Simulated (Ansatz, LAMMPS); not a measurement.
# Glassy 68SiO2-14MgO-11ZnO-7BaO (mol %) (75 atoms) under strain

Aim: relax glassy 68SiO2-14MgO-11ZnO-7BaO (mol %) (75 atoms), then change its volume and shape to read moduli from the stress.

Main program and level: Ansatz 0.2.0; Kohn-Sham DFT, PBE, PAW (set soft_2), plane waves.

## (1) Starting point

The cell holds 75 atoms: 19 Si, 4 Mg, 3 Zn, 2 Ba and 47 O. Its edges and angles: a = 10.108 Å, b = 10.108 Å, c = 10.108 Å, α = 90.0°, β = 90.0°, γ = 90.0°. 75 atoms (19 Si, 4 Mg, 3 Zn, 2 Ba, 47 O) placed at random at 2.98 g/cm³, melted at 4000 K for 10 ps at fixed volume with the Morse and Coulomb pair potential with partial charges (Pedone, Malavasi, Menziani, Cormack and Segre, J. Phys. Chem. B 110, 11780 (2006)). Quenched from 4000 K to 300 K at 25 K/ps and fixed volume, held 5 ps, then minimised at fixed cell.

Limits known from the start: The quench rate of 25 K/ps far exceeds what a furnace or splat quench reaches, so expect more defects and frozen-in strain than in a real sample. The starting topology of bonds comes from the classical model, and needn't be the one that DFT or experiment would give. The Brillouin zone is sampled at Γ only. The levels lack spin–orbit coupling, which is large for the heavy elements here.

## (2) Single point at the start

The forces at the start show how far the geometry lies from a minimum of this functional.

The input, input.yaml:

```yaml
crystal:
  lattice:
    - [10.1084, 0.0, 0.0]
    - [0.0, 10.1084, 0.0]
    - [0.0, 0.0, 10.1084]
  atoms:
    - { symbol: Si, position: [0.10456, 0.02386, 0.96808] }
    - { symbol: Si, position: [0.44365, 0.21731, 0.59444] }
    - { symbol: Si, position: [0.36736, 0.51189, 0.49755] }
    - { symbol: Si, position: [0.15202, 0.17198, 0.69274] }
    - { symbol: Si, position: [0.10152, 0.75523, 0.0931] }
    - { symbol: Si, position: [0.92919, 0.63472, 0.87292] }
    - { symbol: Si, position: [0.78195, 0.29002, 0.07305] }
    - { symbol: Si, position: [0.16217, 0.4862, 0.72181] }
    - { symbol: Si, position: [0.95206, 0.15653, 0.45629] }
    - { symbol: Si, position: [0.7539, 0.8675, 0.76465] }
    - { symbol: Si, position: [0.39827, 0.44586, 0.92365] }
    - { symbol: Si, position: [0.77342, 0.3879, 0.53317] }
    - { symbol: Si, position: [0.42383, 0.98436, 0.41103] }
    - { symbol: Si, position: [0.36448, 0.60798, 0.19333] }
    - { symbol: Si, position: [0.55454, 0.85069, 0.16641] }
    - { symbol: Si, position: [0.04773, 0.35943, 0.22471] }
    - { symbol: Si, position: [0.69756, 0.42834, 0.83483] }
    - { symbol: Si, position: [0.56764, 0.74839, 0.55944] }
    - { symbol: Si, position: [0.30169, 0.22493, 0.09374] }
    - { symbol: Mg, position: [0.09418, 0.90183, 0.36954] }
    - { symbol: Mg, position: [0.61766, 0.06086, 0.00589] }
    - { symbol: Mg, position: [0.86047, 0.98333, 0.17718] }
    - { symbol: Mg, position: [0.58085, 0.28192, 0.27397] }
    - { symbol: Zn, position: [0.04703, 0.58438, 0.4574] }
    - { symbol: Zn, position: [0.73822, 0.12815, 0.70544] }
    - { symbol: Zn, position: [0.85004, 0.85836, 0.47471] }
    - { symbol: Ba, position: [0.79074, 0.60899, 0.24524] }
    - { symbol: Ba, position: [0.36937, 0.88642, 0.80341] }
    - { symbol: O, position: [0.00535, 0.65509, 0.0127] }
    - { symbol: O, position: [0.86541, 0.77252, 0.82286] }
    - { symbol: O, position: [0.49182, 0.91297, 0.0362] }
    - { symbol: O, position: [0.12883, 0.32975, 0.72071] }
    - { symbol: O, position: [0.73094, 0.15437, 0.13799] }
    - { symbol: O, position: [0.72052, 0.4185, 0.67944] }
    - { symbol: O, position: [0.55941, 0.19423, 0.69181] }
    - { symbol: O, position: [0.21555, 0.52941, 0.57121] }
    - { symbol: O, position: [0.23508, 0.69709, 0.15608] }
    - { symbol: O, position: [0.66841, 0.38322, 0.41953] }
    - { symbol: O, position: [0.18491, 0.31516, 0.15881] }
    - { symbol: O, position: [0.68802, 0.74531, 0.46287] }
    - { symbol: O, position: [0.96803, 0.05427, 0.02573] }
    - { symbol: O, position: [0.5451, 0.45673, 0.86689] }
    - { symbol: O, position: [0.62795, 0.77515, 0.70904] }
    - { symbol: O, position: [0.47086, 0.87736, 0.5326] }
    - { symbol: O, position: [0.67758, 0.39413, 0.12948] }
    - { symbol: O, position: [0.83233, 0.22944, 0.54009] }
    - { symbol: O, position: [0.89309, 0.48068, 0.50675] }
    - { symbol: O, position: [0.46718, 0.12804, 0.46464] }
    - { symbol: O, position: [0.49203, 0.70558, 0.19661] }
    - { symbol: O, position: [0.91305, 0.02459, 0.38061] }
    - { symbol: O, position: [0.7515, 0.29258, 0.91181] }
    - { symbol: O, position: [0.30749, 0.15609, 0.66041] }
    - { symbol: O, position: [0.38333, 0.51794, 0.06425] }
    - { symbol: O, position: [0.92574, 0.33954, 0.11879] }
    - { symbol: O, position: [0.14041, 0.86477, 0.97458] }
    - { symbol: O, position: [0.05152, 0.50447, 0.27851] }
    - { symbol: O, position: [0.51175, 0.93889, 0.29026] }
    - { symbol: O, position: [0.22382, 0.09445, 0.04795] }
    - { symbol: O, position: [0.27311, 0.96684, 0.38637] }
    - { symbol: O, position: [0.4678, 0.62335, 0.55241] }
    - { symbol: O, position: [0.40552, 0.36666, 0.54898] }
    - { symbol: O, position: [0.29041, 0.50612, 0.81829] }
    - { symbol: O, position: [0.06488, 0.13382, 0.56668] }
    - { symbol: O, position: [0.00891, 0.25763, 0.34568] }
    - { symbol: O, position: [0.04105, 0.57097, 0.77588] }
    - { symbol: O, position: [0.01784, 0.76847, 0.48425] }
    - { symbol: O, position: [0.7102, 0.8518, 0.15075] }
    - { symbol: O, position: [0.80069, 0.9504, 0.63747] }
    - { symbol: O, position: [0.0209, 0.83547, 0.19778] }
    - { symbol: O, position: [0.80352, 0.53755, 0.88685] }
    - { symbol: O, position: [0.35605, 0.53695, 0.33933] }
    - { symbol: O, position: [0.12008, 0.07827, 0.81634] }
    - { symbol: O, position: [0.42612, 0.21329, 0.18126] }
    - { symbol: O, position: [0.3526, 0.29639, 0.95399] }
    - { symbol: O, position: [0.70053, 0.98498, 0.85136] }
kpoints:
  mp_grid: { grid: [1, 1, 1] }
hamiltonian:
  xc: pbe
scf:
  occupations: { method: fixed }
output:
  forces: true
```

On the command line:

```console
$ ansatz run input.yaml --threads 4 --pin off --max-ram 8192MiB --backend cpu --events-out ev --progress --plain --runs-dir out
```

Numbers of over 12 decimals in the logs are rounded to 6 here.

Log:

```text
Engine: ansatz 0.2.0, aarch64-unknown-linux-gnu
Pseudopotentials: kind: paw
Pseudopotential: Si, paw, valence charge 4, recommended cutoff 420 eV (normal), Si.paw.azcp
Pseudopotential: Mg, paw, valence charge 10, recommended cutoff 420 eV (normal), Mg.paw.azcp
Pseudopotential: Zn, paw, valence charge 12, recommended cutoff 420 eV (normal), Zn.paw.azcp
Pseudopotential: Ba, paw, valence charge 10, recommended cutoff 420 eV (normal), Ba.paw.azcp
Pseudopotential: O, paw, valence charge 6, recommended cutoff 420 eV (normal), O.paw.azcp
Functional definition: PBE
  parameter kappa = 0.804
  parameter beta = 0.066725
  exchange = pbe_x(kappa = kappa, mu = beta*pi^2/3)
  correlation = pbe_c(beta = beta)
Crystal: 75 atoms, lattice volume = 1032.874 Å³
Basis set: ecut = 420 eV, 20197 PW (Γ), exchange–correlation on 144×144×144 points (8 copies of the dense FFT grid, shifted against one another)
Bands: 302, of which v1, the nominal top of the filled ones, is band 227 counted from 1 (226 counted from 0)
Symmetry: 1 space group operations
Space group: P1 (ITA 1), of the structure as read, at distance tolerance 1.0e-4 Å
k-points: 1
Non-local potential: Si, projectors of the file, l = 0: 2, l = 1: 2, l = 2: 2
Non-local potential: Mg, projectors of the file, l = 0: 3, l = 1: 2, l = 2: 1
Non-local potential: Zn, projectors of the file, l = 0: 2, l = 1: 2, l = 2: 3, l = 3: 1
Non-local potential: Ba, projectors of the file, l = 0: 3, l = 1: 2, l = 2: 2, l = 3: 2
Non-local potential: O, projectors of the file, l = 0: 2, l = 1: 2, l = 2: 1
PAW form: soft (Blöchl's): semilocal exchange-correlation on the pseudo side does not see the compensation charge
PAW one-centre angular grid: Si, 110 points (default); XC on 64 Gauss nodes
PAW one-centre angular grid: Mg, 110 points (default); XC on 64 Gauss nodes
PAW one-centre angular grid: Zn, 590 points (default); XC on 64 Gauss nodes
PAW one-centre angular grid: Ba, 194 points (default); XC on 64 Gauss nodes
PAW one-centre angular grid: O, 110 points (default); XC on 64 Gauss nodes
Initial density: superposition of atomic densities (neutral atoms: chi_scale 0, normalization atom), corrected by the library's trained network
Initial wavefunctions: pseudopotential atomic-orbital guess
Functional: x = pbe(κ = 0.804, μ = 0.219515), c = pbe(β = 0.066725)
SCF iter   1: F=—  HF=-68377.709720 eV  |F-HF|=—  |Δ(HF+E_count)|=         —  Δρ=2.05e-3  dr2=4.45e-2  ethr=1.77e-3  ⟨swp⟩=5.0  Hψ=1057  notcnv=0  defer=71
preconditioner: auto → Resta (q_TF=auto, 2.379 Å⁻¹)  ε∞=3.3  [insulator: Δε(μ)=3.286 eV  Ē_g=15.501 eV  n_scr=250 (ndim 8)  ℏωp=23.7 eV  f_vac=0.141  ε∞_Penn≈3.3]
SCF iter   2: F=—  HF=-68377.710542 eV  |F-HF|=—  |Δ(HF+E_count)|=   8.22e-4  Δρ=1.07e-3  dr2=1.06e-2  ethr=9.80e-6  ⟨swp⟩=3.0  Hψ=536  notcnv=0  defer=73
SCF iter   3: F=—  HF=-68377.713249 eV  |F-HF|=—  |Δ(HF+E_count)|=   2.71e-3  Δρ=4.73e-4  dr2=3.07e-3  ethr=2.33e-6  ⟨swp⟩=2.0  Hψ=412  notcnv=0  defer=66
automatic band count: iteration 3 solves 295 bands in place of 302: the levels show a gap, and the empty bands left out lie too high to hold charge; the band table lists the bands solved (type scf.n_extra_bands for more)
SCF iter   4: F=—  HF=-68377.713782 eV  |F-HF|=—  |Δ(HF+E_count)|=   5.33e-4  Δρ=1.69e-4  dr2=3.33e-4  ethr=6.77e-7  ⟨swp⟩=2.0  Hψ=407  notcnv=0  defer=66
SCF iter   5: F=—  HF=-68377.713806 eV  |F-HF|=—  |Δ(HF+E_count)|=   2.46e-5  Δρ=9.93e-5  dr2=1.02e-4  ethr=7.34e-8  ⟨swp⟩=2.0  Hψ=398  notcnv=0  defer=66
SCF iter   6: F=—  HF=-68377.713827 eV  |F-HF|=—  |Δ(HF+E_count)|=   2.09e-5  Δρ=3.47e-5  dr2=1.32e-5  ethr=2.25e-8  ⟨swp⟩=2.0  Hψ=445  notcnv=0  defer=62
SCF iter   7: F=—  HF=-68377.715492 eV  |F-HF|=—  |Δ(HF+E_count)|=   1.66e-3  Δρ=1.35e-5  dr2=1.91e-6  ethr=2.91e-9  ⟨swp⟩=2.0  Hψ=458  notcnv=0  defer=60
SCF iter   8: F=—  HF=-68377.715494 eV  |F-HF|=—  |Δ(HF+E_count)|=   1.50e-6  Δρ=6.35e-6  dr2=4.15e-7  ethr=4.21e-10  ⟨swp⟩=2.0  Hψ=462  notcnv=0  defer=61
SCF iter   9: F=-68377.715494 eV  HF=-68377.715494 eV  |F-HF|=7.06e-9  |Δ(HF+E_count)|=   3.01e-7  Δρ=2.76e-6  dr2=7.24e-8  ethr=2.20e-11  ⟨swp⟩=5.0  Hψ=970  notcnv=0
SCF 1 converged in 9 iterations: F = -68377.715494 eV  dr2 = 7.24e-8
  greatest PAW one-centre occupation: 1.000 electrons in one spin orbital (limit 2), on the Mg atom at site 19 (counted from 0), in its partial waves of l = 0
SCF converged after 9 iterations
Free energy (F): -68377.715494 eV
Harris-Foulkes:  -68377.715494 eV  (|F-HF|=7.06e-9)
Internal energy: -68377.715494 eV  (E = F + TS)
E sigma→0 (E₀):  -68377.715494 eV
Fermi energy:    4.182669 eV
--- Per-component energies (eV) ---
  E_band       = -2883.799971
  E_kinetic    = 10278.388458
  E_local      = -39036.497283  (includes V_loc(G=0)·N_el)
  E_nonlocal   = 5075.658869
  E_hartree    = 14957.974047
  E_xc         = -5416.215336
  E_vxc        = -5938.409628  (∫ρ·V_xc dr)
  E_paw        = -34338.980303  (= ΣΔE_a)
  E_vpaw       = -3179.004474  (= ΣTr[D̂ρ^β])
  E_aug_tail   = 0.119288  (compensation charges beyond the density's cutoff)
  E_ewald      = -19898.163234
  E_smearing   = -0.000000  (= −TS)
  E_closure    = -0.000000  (closes the sum)
  Σ components = -68377.715494   (vs F -68377.715494, Δ=0.00e0)
--- Forces (eV/Å), atoms counted from 1 ---
  atom   1  Si     0.36891482     0.44325594     0.73954479
  atom   2  Si    -1.03481286    -0.18724588    -0.36934578
  atom   3  Si    -0.11560106     0.15811731     0.54699124
  atom   4  Si     0.32434084     1.52479205    -0.10855770
  atom   5  Si     0.42546272     0.92512390    -1.06583164
  atom   6  Si    -0.24306701    -0.11578136    -0.24544752
  atom   7  Si    -0.26222351     1.40702594     0.69369616
  atom   8  Si     1.12799820    -1.47703883     0.43307505
  atom   9  Si     0.33096623     2.73697369    -0.10609005
  atom  10  Si    -0.66846371    -0.79813256    -1.54416100
  atom  11  Si    -1.07669528    -0.91443708     0.48604152
  atom  12  Si     0.85259614    -0.46768511    -0.73430534
  atom  13  Si    -0.57948366    -1.57217812     0.86672302
  atom  14  Si    -0.16367071     0.98036572    -0.38792757
[...]
atom  74  O     -0.05201203    -0.66205747    -0.68908321
  atom  75  O     -0.92369767     1.55366615     1.76813398
  max |Σ_I F_I| component: 7.58e-5 eV/Å
```

Wall time 11 s (4 threads of Arm Neoverse V1, shared host); peak memory 1.1 GiB.

The r.m.s. force at the start is 0.86 eV/Å.

[end of part 1 of 3]

[Logs are printed without paths, hosts, clocks, repeated set-up lines and the standing remarks that a program may print on its own settings, such as how far it seeks lower states.]

[Hosts, paths, dates, database ids (printed as entryN), source tags and the programs' standing remarks are cut or masked in the printed files.]
